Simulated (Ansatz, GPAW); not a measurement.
**A 11-layer slab of Ca(110): work function by functional and basis**

Aim: the work function of both faces of a 11-layer slab of Ca(110), and its spread over functionals and bases.

Method: Ansatz plane waves; slab in vacuum with a dipole correction, relaxation, in the first sound run; inputs show where later runs differ, in GPAW 26.7.0 and Ansatz 0.2.0.

**1. Set-up**

The cell holds 11 atoms: 11 Ca. Its edges and angles: a = 5.580 Å, b = 3.946 Å, c = 33.728 Å, α = 90.0°, β = 90.0°, γ = 90.0°. Vacuum lies along c.

**2. Relaxation**

Forces are removed first; all later runs use this geometry. The lowest 5 atoms are held at bulk positions and keep their forces.

Input file input.yaml:

```yaml
crystal:
  lattice:
    - [5.58, 0.0, 0.0]
    - [0.0, 3.945655839, 0.0]
    - [0.0, 0.0, 33.7282791951]
  atoms:
    - { symbol: Ca, position: [0.0, 0.0, 0.2075409765] }
    - { symbol: Ca, position: [0.5, 0.5, 0.2660327812] }
    - { symbol: Ca, position: [0.0, 0.0, 0.3245245859] }
    - { symbol: Ca, position: [0.5, 0.5, 0.3830163906] }
    - { symbol: Ca, position: [0.0, 0.0, 0.4415081953] }
    - { symbol: Ca, position: [0.5, 0.5, 0.5] }
    - { symbol: Ca, position: [0.0, 0.0, 0.5584918047] }
    - { symbol: Ca, position: [0.5, 0.5, 0.6169836094] }
    - { symbol: Ca, position: [0.0, 0.0, 0.6754754141] }
    - { symbol: Ca, position: [0.5, 0.5, 0.7339672188] }
    - { symbol: Ca, position: [0.0, 0.0, 0.7924590235] }
kpoints:
  mp_grid: { grid: [6, 8, 1] }
hamiltonian:
  xc: pbe
scf:
  occupations: { method: fermi_dirac, width: 0.1 }
efield:
  axis: 3
  dipole_correction: true
  ramp_width: 0.05
relax:
  f_tol: 0.02
  max_steps: 60
  constraints: [{ sites: [0, 1, 2, 3, 4] }]
output:
  write_potential: true
  write_density: true
  volumetric_format: npy
```

Command:

```sh
$ ansatz run input.yaml --threads 4 --pin off --max-ram 8192MiB --backend cpu --events-out ev --progress --plain --runs-dir out
```

Numbers of over 12 decimals in the logs are rounded to 6 here.

What it wrote:

```text
Engine: ansatz 0.2.0, aarch64-unknown-linux-gnu
Pseudopotentials: kind: paw
Pseudopotential: Ca, paw, valence charge 10, recommended cutoff 420 eV (normal), Ca.paw.azcp
Functional definition: PBE
  parameter kappa = 0.804
  parameter beta = 0.066725
  exchange = pbe_x(kappa = kappa, mu = beta*pi^2/3)
  correlation = pbe_c(beta = beta)
Crystal: 11 atoms, lattice volume = 742.587 Å³
Basis set: ecut = 420 eV, 14555 PW (Γ), exchange–correlation on 80×54×480 points (8 copies of the dense FFT grid, shifted against one another)
Bands: 66, of which v1, the nominal top of the filled ones, is band 55 counted from 1 (54 counted from 0)
Symmetry: 4 space group operations
k-points: 20 of 48
Non-local potential: Ca, projectors of the file, l = 0: 3, l = 1: 2, l = 2: 2
PAW form: soft (Blöchl's): semilocal exchange-correlation on the pseudo side does not see the compensation charge
PAW one-centre angular grid: Ca, 110 points (default); XC on 64 Gauss nodes
Initial density: superposition of atomic densities (neutral atoms: chi_scale 0, normalization atom), corrected by the library's trained network
Initial wavefunctions: pseudopotential atomic-orbital guess
Functional: x = pbe(κ = 0.804, μ = 0.219515), c = pbe(β = 0.066725)
SCF iter   1: F=—  HF=-19984.324251 eV  |F-HF|=—  |Δ(HF+E_count)|=         —  Δρ=3.00e-3  dr2=7.72e0  ethr=1.77e-3  p=-0.000 e·Å  D=-3.39e-14 V/Å  ΔV_dip=0.00 eV  dr2_dipole=1.26e-6  V_vac-E_F(+/−)=2.40/2.40 eV  ⟨swp⟩=14.7  Hψ=17522  notcnv=0
efield: sawtooth ramp at fractional position 0.9750 (placed from the atoms, in the widest stretch of the axis that holds none; the zero of the levels goes with the place), width 0.0500; the density the first Hamiltonian is built on has a dipole p = -0.000 e·Å; the dipole correction subtracts the counter field D = -3.39e-14 V/Å, which shifts the + side's vacuum level by +0.00 eV against the − side's; the planar-averaged density in the ramp window peaks in size at 2.9e-5 e/Å³
automatic band count: the SCF goes on with 77 bands, as 66 were too few: the levels above may hold too much charge
preconditioner: auto → LDOS  [metal: Δε(μ)=0.014 eV  Ē_g=2.321 eV  σ=0.100 eV  W_gap=0.04  n_scr=92 (ndim 8)  ℏωp=6.4 eV  f_vac=0.307  D(μ)=14.75/eV (n_scr^D=76)  β→1.0]
SCF iter   2: F=—  HF=-19984.202749 eV  |F-HF|=—  |Δ(HF+E_count)|=   1.22e-1  Δρ=7.92e-4  dr2=1.85e-2  ethr=1.77e-3  p=0.000 e·Å  D=1.56e-6 V/Å  ΔV_dip=-0.00 eV  dr2_dipole=5.26e-7  V_vac-E_F(+/−)=2.71/2.71 eV  ⟨swp⟩=1.9  Hψ=1840  notcnv=0
SCF iter   3: F=—  HF=-19984.203686 eV  |F-HF|=—  |Δ(HF+E_count)|=   9.36e-4  Δρ=6.88e-4  dr2=1.40e-2  ethr=1.69e-5  p=-0.000 e·Å  D=-2.81e-7 V/Å  ΔV_dip=0.00 eV  dr2_dipole=4.15e-10  V_vac-E_F(+/−)=2.76/2.76 eV  ⟨swp⟩=2.8  Hψ=2642  notcnv=0
SCF iter   4: F=—  HF=-19984.202440 eV  |F-HF|=—  |Δ(HF+E_count)|=   1.25e-3  Δρ=1.53e-4  dr2=4.49e-4  ethr=1.28e-5  p=-0.000 e·Å  D=-2.98e-7 V/Å  ΔV_dip=0.00 eV  dr2_dipole=5.61e-11  V_vac-E_F(+/−)=2.78/2.78 eV  ⟨swp⟩=2.0  Hψ=1888  notcnv=0
SCF iter   5: F=—  HF=-19984.202330 eV  |F-HF|=—  |Δ(HF+E_count)|=   1.11e-4  Δρ=3.40e-5  dr2=3.12e-5  ethr=4.08e-7  p=-0.000 e·Å  D=-1.59e-7 V/Å  ΔV_dip=0.00 eV  dr2_dipole=2.76e-10  V_vac-E_F(+/−)=2.80/2.80 eV  ⟨swp⟩=2.1  Hψ=2571  notcnv=0
SCF iter   6: F=-19984.202344 eV  HF=-19984.202344 eV  |F-HF|=5.90e-7  |Δ(HF+E_count)|=   1.44e-5  Δρ=1.39e-5  dr2=2.66e-6  ethr=9.09e-9  p=0.000 e·Å  D=2.21e-8 V/Å  ΔV_dip=-0.00 eV  dr2_dipole=2.97e-11  V_vac-E_F(+/−)=2.81/2.81 eV  ⟨swp⟩=13.3  Hψ=13737  notcnv=0
WARN: efield: at this solve's end the planar-averaged density reaches 2.47e-5 e/Å³ inside the ramp window [0.9454, 0.0546] (bound 1e-5 e/Å³); the window's nearer edge stands 5.16 Å from this solve's nearest atom along the axis. Its work functions, free energy, forces, stress, dipole, levels and responses can be off, and this figure does not tell by how much. A short vacuum, a low `basis.ecutwfc` or `basis.ecutrho_ratio` and negative occupations (`scf.occupations.method`) can put density there. See the manual's quickstart, § The vacuum guard
SCF 1 converged in 6 iterations: F = -19984.202344 eV  dr2 = 2.66e-6
  greatest PAW one-centre occupation: 0.996 electrons in one spin orbital (limit 2), on the Ca atom at site 10 (counted from 0), in its partial waves of l = 0
relax step   1: F+E_penalty+E_count = -19984.20234362 eV  Δ(F+E_penalty+E_count) = +0.000e0 eV  max|allowed force component| = 1.225e-1 eV/Å  Δτ_max = 0.0000 Å  (6 SCF iters, dr2 threshold 1.00e-5 eV, accepted)
Bands: 77, of which v1, the nominal top of the filled ones, is band 55 counted from 1 (54 counted from 0)
Initial density: handed on by an earlier stage of this run
Initial wavefunctions: those handed on with the density
iter 1 solved again at ethr=7.68e-4 eV; its pass at ethr=3.10e-3 eV (dr2=8.45e-1 eV) is discarded
SCF iter   1: F=—  HF=-19984.213862 eV  |F-HF|=—  |Δ(HF+E_count)|=         —  Δρ=8.91e-4  dr2=1.01e-1  ethr=7.68e-4  p=0.000 e·Å  D=3.47e-8 V/Å  ΔV_dip=-0.00 eV  dr2_dipole=3.61e-4  V_vac-E_F(+/−)=2.81/2.81 eV  ⟨swp⟩=1.1  Hψ=5585  notcnv=0
efield: sawtooth ramp at fractional position 0.9750 (handed on by an earlier solve), width 0.0500; the density the first Hamiltonian is built on has a dipole p = 0.000 e·Å; the dipole correction subtracts the counter field D = 3.47e-8 V/Å, which shifts the + side's vacuum level by -0.00 eV against the − side's; the planar-averaged density in the ramp window peaks in size at 2.5e-5 e/Å³
eigensolver tolerance schedule: the retry pair's looser diagonalisation over-reported the residual by 7.37 of it (diagonalisation noise at an unbounded share of the residual, at the tolerance the schedule requests for it); recorded, not acted on — ethr = c·dr2/N_el stays at c = 1.0e-1
preconditioner: auto → LDOS  [metal: Δε(μ)=0.007 eV  Ē_g=2.355 eV  σ=0.100 eV  W_gap=0.02  n_scr=92 (ndim 8)  ℏωp=6.4 eV  f_vac=0.308  D(μ)=14.42/eV (n_scr^D=76)  β→1.0]
SCF iter   2: F=—  HF=-19984.211651 eV  |F-HF|=—  |Δ(HF+E_count)|=   2.21e-3  Δρ=3.42e-4  dr2=3.47e-3  ethr=9.18e-5  p=0.006 e·Å  D=1.38e-3 V/Å  ΔV_dip=-0.05 eV  dr2_dipole=1.80e-3  V_vac-E_F(+/−)=2.76/2.81 eV  ⟨swp⟩=1.6  Hψ=1568  notcnv=0
SCF iter   3: F=—  HF=-19984.211475 eV  |F-HF|=—  |Δ(HF+E_count)|=   1.76e-4  Δρ=1.79e-4  dr2=6.16e-4  ethr=3.16e-6  p=0.002 e·Å  D=4.53e-4 V/Å  ΔV_dip=-0.02 eV  dr2_dipole=2.48e-6  V_vac-E_F(+/−)=2.79/2.81 eV  ⟨swp⟩=2.0  Hψ=2625  notcnv=0
[...]
Residual-converged pass: ⟨swp⟩=1.1  Hψ=1622  notcnv=0  max |occ|·‖R‖ = 7.1e-9 eV (tolerance 1.0e-8 eV)  dr2=7.79e-7  dr2_onsite=3.99e-8  max |Δocc| = 5.1e-11
relax step   2: F+E_penalty+E_count = -19984.21132376 eV  Δ(F+E_penalty+E_count) = -8.980e-3 eV  max|allowed force component| = 7.699e-2 eV/Å  Δτ_max = 0.1088 Å  (6 SCF iters, dr2 threshold 9.37e-7 eV, accepted)
SCF iter   1: F=—  HF=-19984.216053 eV  |F-HF|=—  |Δ(HF+E_count)|=         —  Δρ=1.30e-3  dr2=2.29e-1  ethr=2.15e-3  p=-0.000 e·Å  D=-1.09e-5 V/Å  ΔV_dip=0.00 eV  dr2_dipole=1.45e-2  V_vac-E_F(+/−)=2.82/2.82 eV  ⟨swp⟩=5.6  Hψ=4340  notcnv=0
efield: sawtooth ramp at fractional position 0.9750 (handed on by an earlier solve), width 0.0500; the density the first Hamiltonian is built on has a dipole p = -0.000 e·Å; the dipole correction subtracts the counter field D = -1.09e-5 V/Å, which shifts the + side's vacuum level by +0.00 eV against the − side's; the planar-averaged density in the ramp window peaks in size at 2.5e-5 e/Å³
preconditioner: auto → LDOS  [metal: Δε(μ)=0.019 eV  Ē_g=2.365 eV  σ=0.100 eV  W_gap=0.05  n_scr=92 (ndim 8)  ℏωp=6.4 eV  f_vac=0.314  D(μ)=14.36/eV (n_scr^D=76)  β→1.0]
SCF iter   2: F=—  HF=-19984.216701 eV  |F-HF|=—  |Δ(HF+E_count)|=   6.48e-4  Δρ=5.53e-4  dr2=3.69e-2  ethr=2.08e-4  p=0.002 e·Å  D=6.03e-4 V/Å  ΔV_dip=-0.02 eV  dr2_dipole=2.86e-2  V_vac-E_F(+/−)=2.79/2.81 eV  ⟨swp⟩=1.6  Hψ=1818  notcnv=0
SCF iter   3: F=—  HF=-19984.216118 eV  |F-HF|=—  |Δ(HF+E_count)|=   5.83e-4  Δρ=2.32e-4  dr2=2.62e-3  ethr=3.36e-5  p=0.000 e·Å  D=1.01e-4 V/Å  ΔV_dip=-0.00 eV  dr2_dipole=8.24e-4  V_vac-E_F(+/−)=2.81/2.81 eV  ⟨swp⟩=1.1  Hψ=1543  notcnv=0
SCF iter   4: F=—  HF=-19984.216279 eV  |F-HF|=—  |Δ(HF+E_count)|=   1.60e-4  Δρ=1.98e-4  dr2=4.64e-4  ethr=2.38e-6  p=0.000 e·Å  D=1.07e-4 V/Å  ΔV_dip=-0.00 eV  dr2_dipole=1.08e-5  V_vac-E_F(+/−)=2.81/2.81 eV  ⟨swp⟩=2.0  Hψ=2380  notcnv=0
SCF iter   5: F=—  HF=-19984.216151 eV  |F-HF|=—  |Δ(HF+E_count)|=   1.28e-4  Δρ=3.14e-5  dr2=6.23e-5  ethr=4.21e-7  p=-0.000 e·Å  D=-1.84e-5 V/Å  ΔV_dip=0.00 eV  dr2_dipole=3.30e-5  V_vac-E_F(+/−)=2.81/2.81 eV  ⟨swp⟩=2.0  Hψ=2233  notcnv=0
SCF iter   6: F=—  HF=-19984.216038 eV  |F-HF|=—  |Δ(HF+E_count)|=   1.13e-4  Δρ=1.04e-5  dr2=2.62e-6  ethr=5.66e-8  p=-0.001 e·Å  D=-1.41e-4 V/Å  ΔV_dip=0.00 eV  dr2_dipole=1.09e-6  V_vac-E_F(+/−)=2.81/2.81 eV  ⟨swp⟩=2.0  Hψ=1808  notcnv=0
SCF iter   7: F=—  HF=-19984.216038 eV  |F-HF|=—  |Δ(HF+E_count)|=   1.09e-7  Δρ=2.48e-6  dr2=2.14e-7  ethr=2.38e-9  p=-0.001 e·Å  D=-1.65e-4 V/Å  ΔV_dip=0.01 eV  dr2_dipole=4.28e-8  V_vac-E_F(+/−)=2.81/2.81 eV  ⟨swp⟩=2.2  Hψ=2562  notcnv=0
SCF iter   8: F=-19984.216038 eV  HF=-19984.216038 eV  |F-HF|=5.22e-8  |Δ(HF+E_count)|=   3.39e-8  Δρ=1.56e-6  dr2=5.48e-8  ethr=9.09e-11  p=-0.001 e·Å  D=-1.70e-4 V/Å  ΔV_dip=0.01 eV  dr2_dipole=1.57e-8  V_vac-E_F(+/−)=2.82/2.81 eV  ⟨swp⟩=9.9  Hψ=9599  notcnv=0
WARN: efield: at this solve's end the planar-averaged density reaches 2.48e-5 e/Å³ inside the ramp window [0.9454, 0.0546] (bound 1e-5 e/Å³); the window's nearer edge stands 5.16 Å from this solve's nearest atom along the axis. Its work functions, free energy, forces, stress, dipole, levels and responses can be off, and this figure does not tell by how much. A short vacuum, a low `basis.ecutwfc` or `basis.ecutrho_ratio` and negative occupations (`scf.occupations.method`) can put density there. See the manual's quickstart, § The vacuum guard
SCF 3 converged in 8 iterations: F = -19984.216038 eV  dr2 = 5.48e-8
relax step   3: F+E_penalty+E_count = -19984.21603819 eV  Δ(F+E_penalty+E_count) = -4.714e-3 eV  max|allowed force component| = 1.529e-2 eV/Å  Δτ_max = 0.1683 Å  (8 SCF iters, accepted)
NSCF: frozen V_eff on 20 k-points
the band table was solved once a step of the walk had ended and its energy, with any forces and stress, was formed, with the checks that follow a solve (8715 applications of the Hamiltonian). They found nothing against the state; the energy, forces and stress were not computed again (output.eigenvalues in the input reference)
WARN: The output density's exchange-correlation potential varies sharply where the density is thin. Do not read a vacuum level from v_tot or v_xc, or from such a field of the output density. On a cell that repeats whose density bears no net charge and no dipole along the vacuum's axis use v_es (v_loc + v_h of the components); under efield.dipole_correction with no amplitude use v_es + v_field, which holds any externa [...]
SCF converged after 8 iterations
Free energy (F): -19984.216038 eV
Harris-Foulkes:  -19984.216038 eV  (|F-HF|=5.22e-8)
Internal energy: -19983.745996 eV  (E = F + TS)
E sigma→0 (E₀):  -19983.981017 eV
Entropy (-TS):   -0.470042 eV (-42.731 meV/atom)
Fermi energy:    2.124869 eV
Dipole field:    D = -0.000083 V/Å  (p = -0.000340 e·Å, saw-weighted, corrected)
Work function:   Φ+ = 2.8134 eV   Φ− = 2.8106 eV
Levels:          The Fermi level and band energies are counted from a zero that moves with the ramp; work functions are not
Vacuum region:   at the solve's end the planar-averaged density reaches 2.48e-5 e/Å³ inside the ramp window [0.9454, 0.0546] (bound 1e-5 e/Å³)
--- Per-component energies (eV) ---
  E_band       = -2252.578149
  E_kinetic    = 3025.936664
  E_local      = -46917.598978  (includes V_loc(G=0)·N_el)
  E_nonlocal   = 700.038484
  E_hartree    = 21753.580262
  E_xc         = -1491.795893
  E_vxc        = -1859.150081  (∫ρ·V_xc dr)
  E_paw        = -9440.443380  (= ΣΔE_a)
  E_vpaw       = -708.950140  (= ΣTr[D̂ρ^β])
  E_aug_tail   = -0.000067  (compensation charges beyond the density's cutoff)
  E_efield     = 0.000000  (sawtooth field / dipole correction)
  E_vefield    = -0.000661  (∫n·V_field dr)
  E_ewald      = 12386.536912
  E_smearing   = -0.470042  (= −TS)
  E_closure    = -0.000000  (closes the sum)
  Σ components = -19984.216038   (vs F -19984.216038, Δ=0.00e0)
--- Forces (eV/Å), atoms counted from 1 ---
  atom   1  Ca     0.00000000     0.00000000     0.12181891
  atom   2  Ca     0.00000000     0.00000000     0.01383958
  atom   3  Ca     0.00000000    -0.00000000    -0.06998824
  atom   4  Ca     0.00000000    -0.00000000    -0.02055630
  atom   5  Ca     0.00000000    -0.00000000    -0.05350160
  atom   6  Ca     0.00000000     0.00000000     0.00122229
  atom   7  Ca     0.00000000     0.00000000     0.00803819
  atom   8  Ca     0.00000000     0.00000000     0.00557020
  atom   9  Ca     0.00000000    -0.00000000    -0.01529420
  atom  10  Ca     0.00000000    -0.00000000    -0.00405830
  atom  11  Ca     0.00000000     0.00000000     0.01288829
  max |Σ_I F_I| component: 2.12e-5 eV/Å
--- Band table (eV; the first three rows and the last of 20) ---
  k-point 0: bands = [... 51 lower, 1.7344, 1.7669, 1.9184, 2.1382, 2.3111, 2.4811, 2.6829, 2.7088, ... 18 higher]
  k-point 1: bands = [... 51 lower, 1.8693, 1.8736, 2.0298, 2.2015, 2.4279, 2.5436, 2.7140, 2.7500, ... 18 higher]
  k-point 2: bands = [... 51 lower, 2.0913, 2.1703, 2.2470, 2.3054, 2.5556, 2.6236, 2.6504, 2.7387, ... 18 higher]
  k-point 19: bands = [... 51 lower, 1.9310, 1.9443, 1.9755, 1.9959, 2.0513, 2.1074, 2.1387, 2.1831, ... 18 higher]
--- Relaxed structure (3 steps of the walk, 3 accepted, 0 SCFs on fresh bases) ---
  F+E_penalty+E_count = -19984.21603819 eV   max|allowed force component| = 1.529e-2 eV/Å
  atoms:
    - { symbol: Ca, position: [0.0, 0.0, 0.207541] }
    - { symbol: Ca, position: [0.5, 0.500000, 0.266033] }
    - { symbol: Ca, position: [0.0, 0.0, 0.3245245859] }
    - { symbol: Ca, position: [0.5, 0.500000, 0.383016] }
    - { symbol: Ca, position: [0.0, 0.0, 0.441508] }
    - { symbol: Ca, position: [0.5, 0.500000, 0.498678] }
    - { symbol: Ca, position: [0.0, -1.034400779230059e-18, 0.556312] }
    - { symbol: Ca, position: [0.5, 0.500000, 0.613819] }
    - { symbol: Ca, position: [0.0, -1.601693724721865e-18, 0.672100] }
    - { symbol: Ca, position: [0.5, 0.500000, 0.728615] }
    - { symbol: Ca, position: [0.0, -3.8981992523127e-18, 0.784244] }
```

It took 2.8 min on 4 threads of Arm Neoverse N1, shared host; peak memory 1.8 GiB; 11 min of CPU time.

The steps of the relaxation:

```tsv
step	energy less that of the first step (eV)	largest force component (eV/Å)
1	0.0000	0.1225
2	-0.0090	0.0770
3	-0.0137	0.0153
```

The run keeps the 4 symmetry operations that it works with, so distortions that break them were not tested.

The atoms that moved most (Å):

```tsv
atom	dx	dy	dz	length
Ca11	0.000	0.000	-0.277	0.277
Ca10	0.000	0.000	-0.181	0.181
Ca9	0.000	0.000	-0.114	0.114
Ca8	0.000	0.000	-0.107	0.107
Ca7	0.000	0.000	-0.074	0.074
Ca6	0.000	0.000	-0.045	0.045
```

Final coordinates:

```
Ca
1.0
     5.58000    0.00000    0.00000
     0.00000    3.94566    0.00000
     0.00000    0.00000   33.72828
Ca
11
Cartesian
  0.0000 0.0000 7.0000
  2.7900 1.9728 8.9728
  0.0000 0.0000 10.9457
  2.7900 1.9728 12.9185
  0.0000 0.0000 14.8913
  2.7900 1.9728 16.8196
  0.0000 0.0000 18.7634
  2.7900 1.9728 20.7031
  0.0000 0.0000 22.6688
  2.7900 1.9728 24.5749
  0.0000 0.0000 26.4512
```

This step gave:

- free energy: -19984.2160 eV
- smearing term TS: 0.4700 eV
- symmetry operations: 4
- upper work function: 2.813 eV
- lower work function: 2.811 eV
- dipole along the normal: -3.40e-4 e·Å
- dipole field: -8.30e-5 V/Å
- vacuum level above: 4.938 eV
- vacuum level below: 4.935 eV

The electrostatic potential energy of an electron (with the applied field's), less the Fermi level, planar mean oscillates, so the rows of the table below give means over windows of 1.97 Å about each position, cut where the curve ends. Its maxima inside the range that stand out by 2 % of the span (Å: eV): 8.0: -0.994, 10.0: -0.863, 11.9: -0.874, 13.9: -0.869, 15.9: -1.05, 17.8: -0.997, 19.7: -1.04, 21.6: -0.899, 23.6: -1.10, 25.4: -1.42. Its minima: 7.0: -5.03, 9.0: -4.73, 11.0: -4.79, 12.9: -4.79, 14.9: -4.81, 16.9: -4.79, 18.8: -4.77, 20.7: -4.78, 22.6: -4.80, 24.6: -4.79, 26.4: -5.09.

Table of electrostatic potential energy of an electron (with the applied field's), less the Fermi level, planar mean by z; means over each step:

z (Å), electrostatic potential energy of an electron (with the applied field's), less the Fermi level, planar mean (eV) and a bar from the least value:
```
     0.98       2.81 ##############################
     2.96       2.79 ##############################
     4.93       2.23 ###########################
     6.90      -2.68 #
     8.87      -2.80 #
    10.84      -2.81 #
    12.80      -2.81 #
    14.78      -2.84 #
    16.75      -2.87 
    18.71      -2.86 
    20.69      -2.84 #
    22.66      -2.86 
    24.62      -2.95 
    26.60      -2.70 #
    28.57       2.27 ###########################
    30.54       2.80 ##############################
    32.51       2.81 ##############################
```

The valence density, planar mean oscillates, so the rows of the table below give means over windows of 1.97 Å about each position, cut where the curve ends. Its maxima inside the range that stand out by 2 % of the span (Å: e/Å³): 7.0: 0.395, 9.0: 0.405, 11.0: 0.404, 12.9: 0.404, 14.9: 0.405, 16.9: 0.403, 18.8: 0.400, 20.7: 0.403, 22.6: 0.403, 24.6: 0.408, 26.4: 0.396. Its minima: 8.0: 0.0815, 10.0: 0.0803, 11.9: 0.0805, 13.9: 0.0805, 15.9: 0.0860, 17.8: 0.0858, 19.7: 0.0861, 21.6: 0.0825, 23.6: 0.0885, 25.6: 0.0950.

Valence density, planar mean against z; means over each step:

```tsv
z (Å)	valence density, planar mean (e/Å³)
0.98	8.5e-6
2.96	3.3e-4
4.93	0.00844
6.90	0.216
8.87	0.232
10.84	0.230
12.80	0.230
14.78	0.231
16.75	0.232
18.71	0.232
20.69	0.231
22.66	0.232
24.62	0.236
26.60	0.216
28.57	0.00796
30.54	3.1e-4
32.51	7.9e-6
```

The relaxation lowered the energy of the cell by 0.0137 eV.

(Part 1 of 3 ends here.)

[Logs are printed without paths, hosts, clocks, repeated set-up lines and the standing remarks that a program may print on its own settings, such as how far it seeks lower states.]

[Hosts, paths, dates, database ids (printed as entryN), source tags and the programs' standing remarks are cut or masked in the printed files.]
